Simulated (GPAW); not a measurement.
**Optical response of MoS2**

Aim: the dielectric function of MoS2, and the optical constants that follow from it. The cell comes from an older database entry, whose edges can differ from later determinations, mostly by under a per cent.

Program: GPAW 26.7.0. Level of theory: DFT, PBE, plane-wave PAW (GPAW data sets), scalar-relativistic, RPA, optical limit. Results are calculated unless marked as measured.

The database entry behind the starting cell differs from later determinations by our own check (about 0.3 % long), so it need not match the best structure at ambient conditions.

### 1. Starting point

Symmetry: P6_3/mmc, No. 194, hexagonal system. The conventional cell has a = 3.169 Å, b = 3.169 Å, c = 12.324 Å, α = 90.00°, β = 90.00°, γ = 120.00°. Nearest to Mo lie 6 S at 2.41 Å. S has 3 Mo at 2.41 Å nearest. Farther neighbours and most contacts between anions are not listed.

### 2. Ground state

The self-consistent density comes first; it also tells whether there is a gap, which decides the occupations and the need for a Drude term.

This step: DFT, PBE, plane-wave PAW (GPAW data sets), scalar-relativistic, ground state (GPAW 26.7.0).

File gs.py:

```python
from ase import Atoms
from ase.dft.bandgap import bandgap
from gpaw import GPAW, PW, FermiDirac

atoms = Atoms(['Mo', 'Mo', 'S', 'S', 'S', 'S'],
              cell=[[3.169000000000, 0.000000000000, 0.000000000000],
                    [-1.584500000000, 2.744434504600, 0.000000000000],
                    [0.000000000000, 0.000000000000, 12.324000000000]],
              scaled_positions=[[0.666666666700, 0.333333333300, 0.750000000000],
                                [0.333333333300, 0.666666666700, 0.250000000000],
                                [0.666666666700, 0.333333333300, 0.377000000000],
                                [0.333333333300, 0.666666666700, 0.877000000000],
                                [0.666666666700, 0.333333333300, 0.123000000000],
                                [0.333333333300, 0.666666666700, 0.623000000000]],
              pbc=[True, True, True])
atoms.calc = GPAW(mode=PW(550), xc='PBE', kpts={'size': (9, 9, 2), 'gamma': True},
                  occupations=FermiDirac(0.05), maxiter=150, txt='gs.txt')
print('energy (eV)', atoms.get_potential_energy())
print('Fermi level (eV)', atoms.calc.get_fermi_level())
print('valence electrons', atoms.calc.get_number_of_electrons())
print('gap (eV)', bandgap(atoms.calc, output=None)[0])
print('direct gap (eV)', bandgap(atoms.calc, direct=True, output=None)[0])
atoms.calc.write('gs.gpw')
```

Command:

```sh
> OMP_NUM_THREADS=1 python gs.py
```

Numbers of over 12 decimals in the logs are rounded to 6 here.

The program printed:

```text
__  _  _
 | _ |_)|_||  |
 |__||  | ||/\| - 26.7.0

Versions:
  Python: 3.12.14
  ASE:    3.29.0
  Numpy:  2.5.5
  Scipy:  1.18.1
  Libxc:  7.0.0

Input parameters:
  mode=PW(ecut=550.0),
  kpts=MonkhorstPack(size=(9, 9, 2), gamma=True),
  maxiter=150,
  occupations=Occupations(name='fermi-dirac', width=0.05, fixmagmom=False),
  xc=XC(name='PBE')

Diagonalizing LCAO Hamiltonian
Converting LCAO to pw mode

        S

           Mo
        S

           S
        Mo

           S

Atoms  # Å, Bohr magnetons
|   | symbol |         x |        y |         z |    initial magnetic moments |
| 0 |     Mo |  1.584500 | 0.914812 |  9.243000 | ( 0.0000,  0.0000,  0.0000) |
| 1 |     Mo | -0.000000 | 1.829623 |  3.081000 | ( 0.0000,  0.0000,  0.0000) |
| 2 |      S |  1.584500 | 0.914812 |  4.646148 | ( 0.0000,  0.0000,  0.0000) |
| 3 |      S | -0.000000 | 1.829623 | 10.808148 | ( 0.0000,  0.0000,  0.0000) |
| 4 |      S |  1.584500 | 0.914812 |  1.515852 | ( 0.0000,  0.0000,  0.0000) |
| 5 |      S | -0.000000 | 1.829623 |  7.677852 | ( 0.0000,  0.0000,  0.0000) |

Unit cell  # Å
| periodic |         x |        y |         z |   lengths |     angles |
|      yes |  3.169000 | 0.000000 |  0.000000 |  3.169000 |  90.000000 |
|      yes | -1.584500 | 2.744435 |  0.000000 |  3.169000 |  90.000000 |
|      yes |  0.000000 | 0.000000 | 12.324000 | 12.324000 | 120.000000 |

Number of symmetries: 12
Symmetry operations  # r_c * U_cc + t_c -> r_c
|    | kind |            matrix            |
|  0 |  σ   |  1, 1, 0,  0,-1, 0,  0, 0, 1 |
|  1 |  S6  |  1, 1, 0, -1, 0, 0,  0, 0,-1 |
|  2 |  E   |  1, 0, 0,  0, 1, 0,  0, 0, 1 |
|  3 |  C2  |  1, 0, 0, -1,-1, 0,  0, 0,-1 |
|  4 |  C2  |  0, 1, 0,  1, 0, 0,  0, 0,-1 |
|  5 |  C3  |  0, 1, 0, -1,-1, 0,  0, 0, 1 |
|  6 |  S6  |  0,-1, 0,  1, 1, 0,  0, 0,-1 |
|  7 |  σ   |  0,-1, 0, -1, 0, 0,  0, 0, 1 |
|  8 |  σ   | -1, 0, 0,  1, 1, 0,  0, 0, 1 |
|  9 |  i   | -1, 0, 0,  0,-1, 0,  0, 0,-1 |
| 10 |  C3  | -1,-1, 0,  1, 0, 0,  0, 0, 1 |
| 11 |  C2  | -1,-1, 0,  0, 1, 0,  0, 0,-1 |

BZ-sampling:
  Number of BZ points: 162
  Number of IBZ points: 24

  Monkhorst-Pack size: [9, 9, 2]
  Monkhorst-Pack shift: [0.0, 0.0, 0.25]

K-points  # in reciprocal-cell coordinates
|     |                                coordinates |     weight |
|   0 | (  0.00000000,   0.00000000,   0.00000000) | 0.00617284 |
|   1 | (  0.00000000,   0.00000000,   0.50000000) | 0.00617284 |
|   2 | (  0.11111111,   0.00000000,   0.00000000) | 0.03703704 |
|   3 | (  0.11111111,   0.00000000,   0.50000000) | 0.03703704 |
|   4 | (  0.22222222,  -0.11111111,   0.00000000) | 0.03703704 |
|   5 | (  0.22222222,  -0.11111111,   0.50000000) | 0.03703704 |
|   6 | (  0.22222222,   0.00000000,   0.00000000) | 0.03703704 |
|   7 | (  0.22222222,   0.00000000,   0.50000000) | 0.03703704 |
|   8 | (  0.33333333,  -0.11111111,   0.00000000) | 0.07407407 |
|   9 | (  0.33333333,  -0.11111111,   0.50000000) | 0.07407407 |
| ... |                                            |            |
|  23 | (  0.44444444,   0.44444444,   0.50000000) | 0.03703704 |

Plane wave coefficients: 3192
Cutoff: 550.0 eV

Spin-components: 1 (collinear spins)
Bands:           36
Projectors:      32
Spin-degeneracy: 2
Datatype:        complex128

Parallelization:
  kpt:    1
  domain: 1
  band:   1

Density:
  Valence electrons: 52.0
  Components: 1
  Grid points: [18 18 70]
  Charge: 0.0  # |e|

Potential:
  Grid points: [18 18 70]

species:
  Mo:
    name:    Molybdenum
    id:
    Z:       42.0
    valence: 14
    core:    28
    charge:  0.0  # [|e|]
    compensation charges:
      type: gauss
      rc: 0.38  # [Å]
      lmax: 2
    cutoffs:
      filter: 2.16  # [Å]
      core: 1.42  # [Å]
    projectors
    | kind |    occ | energy [eV] | rcut [Å] |
    |   4s |  2.000 |     -64.307 |    1.238 |
    |   5s |  1.000 |      -4.084 |    1.238 |
    |   4p |  6.000 |     -38.491 |    1.296 |
    |   5p |  0.000 |      -1.044 |    1.296 |
    |   4d |  5.000 |      -3.754 |    1.296 |
    |    d |        |      23.458 |    1.296 |

    Using partial waves for Mo as LCAO basis

  S:
    name:    Sulfur
    id:
    Z:       16.0
    valence: 6
    core:    10
    charge:  0.0  # [|e|]
    compensation charges:
      type: gauss
      rc: 0.24  # [Å]
      lmax: 2
    cutoffs:
      filter: 1.77  # [Å]
      core: 1.66  # [Å]
    projectors
    | kind |    occ | energy [eV] | rcut [Å] |
    |   3s |  2.000 |     -17.254 |    0.974 |
    |   3p |  4.000 |      -7.008 |    0.979 |
    |    s |        |       9.957 |    0.974 |
    |    p |        |      20.203 |    0.979 |
    |    d |        |       0.000 |    0.900 |

    Using partial waves for S as LCAO basis

Reference energy: -263698.624853  # eV

eigensolver:
  PPCG
  Converge bands: occupied
  niter=2

density mixing:
  MSR1-Mixer
  Pratt-step length: 0.05
  Maximum mixing coefficient: 0.75
  Old densities: 10
  SVD Regularization: 0.005
  Good broyden scale: 1.0
  Trust region scale: 1.0
  Backstep threshold: 4.0
  History deletion threshold: 6.0
  Fourier metric: weight=20.0, sigma=0.015

occupation numbers:
  Fermi-Dirac:
    width: 0.0500  # eV

poisson solver:
  ecut: 4400.0  # eV

xc functional:
  name: PBE with 2 nearest neighbor stencil

convergence criteria:
- Maximum [total energy] change in last 3 cyles: 0.0005 eV / valence electron
- Maximum integral of absolute [dens]ity change: 0.0001 electrons / valence electron
- Maximum integral of absolute [eigenst]ate change: 4e-08 eV^2 / valence electron
maximum number of iterations: 150

SCF iterations
|iter     |      energy | eigst |  dens |
|iter:   1||  -47.352396 | +0.40 |       |
|iter:   2||  -46.322429 | -1.22 | -0.97 |
|iter:   3||  -44.221463 | -0.96 | -1.05 |
|iter:   4||  -44.145287 | -1.83 | -1.48 |
|iter:   5||  -44.153702 | -2.69 | -1.81 |
|iter:   6||  -44.145695c| -3.19 | -2.25 |
|iter:   7||  -44.145686c| -4.68 | -3.17 |
|iter:   8||  -44.145692c| -5.87 | -3.61 |
|iter:   9||  -44.145692c| -6.98 | -4.31c|
|iter:  10||  -44.145692c| -7.65c| -4.85c|

Converged in 10 steps
SCF loop duration: 56.328 s (5.633 s/step)
Energy contributions relative to reference atoms: (reference = -263698.624853)

Energy contributions:
  Kinetic:          -0.983806
  Coulomb:         -11.321193
  Zero:             -0.219679
  External:          0.000000
  Xc:              -31.621012
  Entropy:          -0.000004
  Spinorbit:         0.000000
  ----------------------------
  Free energy:     -44.145694
  Extrapolated:    -44.145692

dipole moment: (0.000001, 0.000002, 0.000007)  # |e|*Ang

Fermi level: 8.580
Eigenvalues  # (at kpt = [0.000, 0.000, 0.000])
| band index |      eig [eV] | occ [0-2] |
|          0 |       -53.401 |     2.000 |
|        ... |               |           |
|         18 |         4.938 |     2.000 |
|         19 |         6.019 |     2.000 |
|         20 |         6.019 |     2.000 |
|         21 |         6.065 |     2.000 |
|         22 |         6.065 |     2.000 |
|         23 |         6.993 |     2.000 |
|         24 |         7.029 |     2.000 |
|         25 |         8.169 |     1.999 |
|         26 |        10.263 |     0.000 |
|         27 |        10.263 |     0.000 |
|         28 |        10.292 |     0.000 |
|         29 |        10.292 |     0.000 |
|         30 |        10.429 |     0.000 |
|         31 |        10.429 |     0.000 |
|         32 |        10.600 |     0.000 |
|         33 |        10.600 |     0.000 |
|        ... |               |           |
|         35 |        13.867 |     0.000 |

Gap: 0.955 eV
Transition (v -> c):
  (s=0, k=0, n=25, [0.00, 0.00, 0.00]) -> (s=0, k=8, n=26, [0.33, -0.11, 0.00])
Direct/indirect transitions are different
Direct gap: 1.637 eV
Transition at: (s=0, k=12, n=25, [0.33, 0.33, 0.00])

--- standard output ---
energy (eV) -44.145692
Fermi level (eV) 8.579527
valence electrons 52.0
gap (eV) 0.954849
direct gap (eV) 1.637309
```

Run time: 60 s. Hardware: 1 thread of Arm Neoverse V1, shared host; peak memory 0.22 GiB.

Numbers from this step:

| Property | Result |
| --- | --- |
| energy | -44.15 eV |
| Fermi energy | 8.580 eV |
| gap on the k-mesh | 0.9548 eV |
| direct gap on the mesh | 1.637 eV |
| electrons | 52 |

There is a gap, 0.95 eV on this mesh (points off the mesh can give less), so no carriers' term is needed.

### 3. Bands for the response

The response needs many more empty bands than the density does.

This step: DFT, PBE, plane-wave PAW (GPAW data sets), scalar-relativistic, bands at fixed density (GPAW 26.7.0).

File nscf.py:

```python
from ase.dft.bandgap import bandgap
from gpaw import GPAW, FermiDirac

calc = GPAW('gs.gpw').fixed_density(kpts={'size': (12, 12, 3), 'gamma': True}, nbands=89, convergence={'bands': 83},
                                    occupations=FermiDirac(0.001), txt='nscf.txt')
print('gap (eV)', bandgap(calc, output=None)[0])
print('direct gap (eV)', bandgap(calc, direct=True, output=None)[0])
print('top band over the Fermi level (eV)', min(calc.get_eigenvalues(kpt=k)[82] for k in range(len(calc.get_ibz_k_points()))) - calc.get_fermi_level())
calc.write('full.gpw', mode='all')
```

Command:

```sh
> OMP_NUM_THREADS=1 python nscf.py
```

The program printed:

```text
Diagonalizing LCAO Hamiltonian
Converting LCAO to pw mode
convergence criteria:
- Maximum integral of absolute [eigenst]ate change: 4e-08 eV^2 / valence electron
maximum number of iterations: 150

SCF iterations
|iter     |      energy | eigst |  dens |
|iter:   1||             | +3.52 |       |
|iter:   2||             | +2.32 |       |
|iter:   3||             | +1.41 |       |
|iter:   4||             | +0.54 |       |
|iter:   5||             | -0.17 |       |
|iter:   6||             | -0.78 |       |
|iter:   7||             | -1.35 |       |
|iter:   8||             | -1.93 |       |
|iter:   9||             | -2.50 |       |
|iter:  10||             | -3.03 |       |
|iter:  11||             | -3.56 |       |
|iter:  12||             | -4.08 |       |
|iter:  13||             | -4.57 |       |
|iter:  14||             | -5.06 |       |
|iter:  15||             | -5.52 |       |
|iter:  16||             | -5.96 |       |
|iter:  17||             | -6.36 |       |
|iter:  18||             | -6.72 |       |
|iter:  19||             | -7.10 |       |
|iter:  20||             | -7.42c|       |
SCF steps: 20
  __  _  _
 | _ |_)|_||  |
 |__||  | ||/\| - 26.7.0

Versions:
  Python: 3.12.14
  ASE:    3.29.0
  Numpy:  2.5.5
  Scipy:  1.18.1
  Libxc:  7.0.0

Input parameters:
  mode=PW(ecut=550.0),
  convergence={'bands': 83},
  gpts=array([18, 18, 70]),
  kpts=MonkhorstPack(size=(12, 12, 3), gamma=True),
  maxiter=150,
  nbands=89,
  occupations=Occupations(name='fermi-dirac', width=0.001, fixmagmom=False),
  parallel={},
  xc=XC(name='PBE')

--- standard output ---
gap (eV) 0.880922
direct gap (eV) 1.637309
top band over the Fermi level (eV) 27.784041
```

It took 9.3 min on 1 thread; peak memory 0.46 GiB.

Read-outs, printed or worked out from the files:

- gap on the k-mesh: 0.8809 eV

(Continued in part 2 of 2.)

[Machine, clock and banner lines and Python warnings are left out of the logs.]

[Logs are printed without paths, hosts, clocks, repeated set-up lines and the standing remarks that a program may print on its own settings, such as how far it seeks lower states.]

[Hosts, paths, dates, database ids (printed as entryN), source tags and the programs' standing remarks are cut or masked in the printed files.]
